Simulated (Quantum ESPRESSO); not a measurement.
**K2MnSe2: parallel and opposed starts**

A self-consistent run ends on one state, which hangs on the start. Several orders of K2MnSe2 are started in Quantum ESPRESSO and their energies compared.

Method: PBEsol with U = 4 eV on Mn d (ortho-atomic projectors); plane waves with GBRV 1.5 PBEsol potentials, no spin-orbit coupling, in Quantum ESPRESSO 7.5.

Report form: the programs' logs are mostly left out.

## 1. The structure

It takes space group Ibam (No. 72, orthorhombic). Conventional cell: a = 7.166 Å, b = 13.193 Å, c = 6.440 Å, α = 90.00°, β = 90.00°, γ = 90.00°. K has 6 Se at 3.28 to 3.89 Å and 2 Mn at 3.50 Å nearest. Mn has 4 Se at 2.56 Å nearest. Nearest to Se lie 2 Mn at 2.56 Å and 6 K at 3.28 to 3.89 Å. Farther neighbours and most contacts between anions are not listed.

As a file:

```cif
data_structure
_symmetry_space_group_name_H-M 'Ibam'
_symmetry_Int_Tables_number 72
_cell_length_a 7.1660
_cell_length_b 13.1930
_cell_length_c 6.4400
_cell_angle_alpha 90.000
_cell_angle_beta 90.000
_cell_angle_gamma 90.000
_cell_volume 608.84
loop_
_atom_site_label
_atom_site_type_symbol
_atom_site_symmetry_multiplicity
_atom_site_Wyckoff_symbol
_atom_site_fract_x
_atom_site_fract_y
_atom_site_fract_z
_atom_site_occupancy
K1 K 8 j 0.83930 0.64639 0.50000 1
Mn1 Mn 4 a 0.00000 0.00000 0.25000 1
Se1 Se 8 j 0.19827 0.89408 0.00000 1
```

The cell comes from the Crystallography Open Database.

## 2. Start 1: ferro ++

The signs are those of the starting moments on the seeded atoms, the atoms that are given a moment.

Input file pw.in:

```
&CONTROL
  calculation = 'scf'
  prefix = 'pwscf'
  outdir = './tmp'
  pseudo_dir = './pseudo'
  disk_io = 'nowf'
/
&SYSTEM
  ibrav = 0
  nat = 10
  ntyp = 3
  ecutwfc = 40
  ecutrho = 280
  nbnd = 64
  occupations = 'smearing'
  smearing = 'fd'
  degauss = 0.00367493
  nspin = 2
  starting_magnetization(1) = 0
  starting_magnetization(2) = 0.3
  starting_magnetization(3) = 0
/
&ELECTRONS
  conv_thr = 2d-08
  electron_maxstep = 150
  mixing_beta = 0.3
/
ATOMIC_SPECIES
K      39.0983 k_pbesol_v1.4.uspp.F.UPF
Mn     54.9380 mn_pbesol_v1.5.uspp.F.UPF
Se     78.9710 se_pbesol_v1.uspp.F.UPF
CELL_PARAMETERS angstrom
  -3.5830000000    6.5965000000    3.2200000000
   3.5830000000   -6.5965000000    3.2200000000
   3.5830000000    6.5965000000   -3.2200000000
ATOMIC_POSITIONS crystal
K       0.1463900000    0.3393000000    0.4856900000
K       0.8536100000    0.6607000000    0.5143100000
K       0.3536100000    0.8393000000    0.1929100000
K       0.6463900000    0.1607000000    0.8070900000
Mn      0.2500000000    0.2500000000    0.0000000000
Mn      0.7500000000    0.7500000000    0.0000000000
Se      0.8940800000    0.1982700000    0.0923500000
Se      0.1059200000    0.8017300000    0.9076500000
Se      0.6059200000    0.6982700000    0.3041900000
Se      0.3940800000    0.3017300000    0.6958100000
K_POINTS automatic
4 4 4 0 0 0
HUBBARD {ortho-atomic}
U Mn-3d 4.0000
```

Started as:

```bash
OMP_NUM_THREADS=1 mpirun -n 4 pw.x -nk 4 -in pw.in > pw.out
```

The job ended after 3.6 min (4 MPI ranks of Intel Xeon Platinum 8488C (Sapphire Rapids), shared host; peak memory 1.7 GiB; 14 min of CPU time).

Spin moment in the atom's sphere by atom:

```
atom  spin moment in the atom's sphere (μB)
  K1                                   0.01
  K2                                   0.01
  K3                                   0.01
  K4                                   0.01
 Mn5                                   4.38
 Mn6                                   4.38
 Se7                                   0.03
 Se8                                   0.03
 Se9                                   0.03
Se10                                   0.03
```

Read from the output:

```
smearing term TS       : 3.07e-9 eV
magnetization          : 10 μB
absolute magnetization : 10.09 μB
final state            : ferromagnetic
```

## 3. Run 2, typed as antiferro +−

Edit pw.in of step 2 so:

```diff
@@ -10,6 +10,6 @@
   nat = 10
-  ntyp = 3
+  ntyp = 4
   ecutwfc = 40
   ecutrho = 280
-  nbnd = 64
+  nbnd = 59
   occupations = 'smearing'
@@ -20,3 +20,4 @@
   starting_magnetization(2) = 0.3
-  starting_magnetization(3) = 0
+  starting_magnetization(3) = -0.3
+  starting_magnetization(4) = 0
 /
@@ -29,3 +30,4 @@
 K      39.0983 k_pbesol_v1.4.uspp.F.UPF
-Mn     54.9380 mn_pbesol_v1.5.uspp.F.UPF
+Mn1    54.9380 mn_pbesol_v1.5.uspp.F.UPF
+Mn2    54.9380 mn_pbesol_v1.5.uspp.F.UPF
 Se     78.9710 se_pbesol_v1.uspp.F.UPF
@@ -40,4 +42,4 @@
 K       0.6463900000    0.1607000000    0.8070900000
-Mn      0.2500000000    0.2500000000    0.0000000000
-Mn      0.7500000000    0.7500000000    0.0000000000
+Mn1     0.2500000000    0.2500000000    0.0000000000
+Mn2     0.7500000000    0.7500000000    0.0000000000
 Se      0.8940800000    0.1982700000    0.0923500000
@@ -49,2 +51,3 @@
 HUBBARD {ortho-atomic}
-U Mn-3d 4.0000
+U Mn1-3d 4.0000
+U Mn2-3d 4.0000
```

Wall time 4 min (4 MPI ranks); peak memory 1.8 GiB; 16 min of CPU time.

Spin moment in the atom's sphere by atom:

```
atom  spin moment in the atom's sphere (μB)
  K1                                   0.00
  K2                                   0.00
  K3                                   0.00
  K4                                   0.00
 Mn5                                   4.34
 Mn6                                  -4.34
 Se7                                   0.00
 Se8                                   0.00
 Se9                                   0.00
Se10                                   0.00
```

Numbers from this step:

* smearing term TS: 7.17e-11 eV
* magnetization: 0 μB
* absolute magnetization: 9.745 μB
* final state: antiferromagnetic

## 4. The states side by side

An order is kept where moments of 0.15 μB or more survive with the typed signs; meshes match where a doubled cell samples the same k points as the first cell.

Orders:

```
       start        final state  typed order kept  energy over the lowest (meV a seeded atom)  largest site moment (μB)  net moment (μB a cell of the first run)  mesh matched  CPU time (s)
    ferro ++      ferromagnetic               yes                                       96.55                     4.384                                       10           yes         863.1
antiferro +-  antiferromagnetic               yes                                           0                     4.344                                        0           yes         948.1
```

## 5. The lowest state again, with its states saved

Edit pw.in of step 3 so:

```diff
@@ -5,3 +5,3 @@
   pseudo_dir = './pseudo'
-  disk_io = 'nowf'
+  disk_io = 'low'
 /
@@ -9,2 +9,3 @@
   ibrav = 0
+  celldm(1) = 8
   nat = 10
@@ -13,3 +14,3 @@
   ecutrho = 280
-  nbnd = 59
+  nbnd = 63
   occupations = 'smearing'
@@ -33,6 +34,6 @@
 Se     78.9710 se_pbesol_v1.uspp.F.UPF
-CELL_PARAMETERS angstrom
-  -3.5830000000    6.5965000000    3.2200000000
-   3.5830000000   -6.5965000000    3.2200000000
-   3.5830000000    6.5965000000   -3.2200000000
+CELL_PARAMETERS alat
+  -0.8463610880668    1.5581972976367    0.7606147651619
+   0.8463610880668   -1.5581972976367    0.7606147651619
+   0.8463610880668    1.5581972976367   -0.7606147651619
 ATOMIC_POSITIONS crystal
```

Run time: 3.4 min. Hardware: 4 MPI ranks; peak memory 1.7 GiB; 13 min of CPU time.

This step gave:

```
smearing term TS       : 9.65e-11 eV
magnetization          : 0 μB
absolute magnetization : 9.745 μB
final state            : antiferromagnetic
largest moment         : 4.344 μB
```

## 6. Another way to count moments

projwfc.x projects the saved states on orthogonalised atomic orbitals of the pseudopotential files.

It took 4.6 s on 4 MPI ranks; peak memory 0.68 GiB.

```
atom  moment in the sphere (μB)  Löwdin moment (μB)  Löwdin charge (e)
  K1                      0.000               0.000              8.707
  K2                      0.000               0.000              8.707
  K3                      0.000               0.000              8.707
  K4                      0.000               0.000              8.707
 Mn5                      4.344               4.809             15.073
 Mn6                     -4.344              -4.810             15.073
 Se7                      0.000               0.000              6.203
 Se8                      0.000               0.000              6.203
 Se9                      0.000               0.000              6.203
Se10                      0.000               0.000              6.203
```

## 7. Occupations of the corrected shells in the lowest state

Occupations of the Hubbard shells:

```
block  type  shell  spin  electrons             occupation numbers
    5   Mn1     3d    up      4.948  0.986 0.987 0.987 0.990 0.997
    5   Mn1     3d  down     0.3482  0.039 0.042 0.080 0.092 0.096
    6   Mn2     3d    up     0.3482  0.039 0.042 0.080 0.092 0.096
    6   Mn2     3d  down      4.948  0.986 0.987 0.987 0.990 0.997
```

## 8. Results

```yaml
lowest_state_found: antiferromagnetic (from antiferro +-)
largest_site_moment: 4.34 μB
next_state_with_moments: ferromagnetic, 96.5 meV a seeded atom higher
```

What this shows: The largest moment reads 4.34 μB in the sphere and 4.81 μB by Löwdin projection; a site moment hangs on how space is shared out. This is the lowest of 2 collinear or spinless starts, no proof of the ground state.

[Logs and program files are shortened in this print: banners, set-up blocks, solver, clock and traceback lines can be left out without a mark of their own.]

[Logs are printed without paths, hosts, clocks, repeated set-up lines and the standing remarks that a program may print on its own settings, such as how far it seeks lower states.]

[Hosts, paths, dates, database ids (printed as entryN), source tags and the programs' standing remarks are cut or masked in the printed files.]

[Where a cell is said to come from a database of computed structures, the database is the Materials Project.]
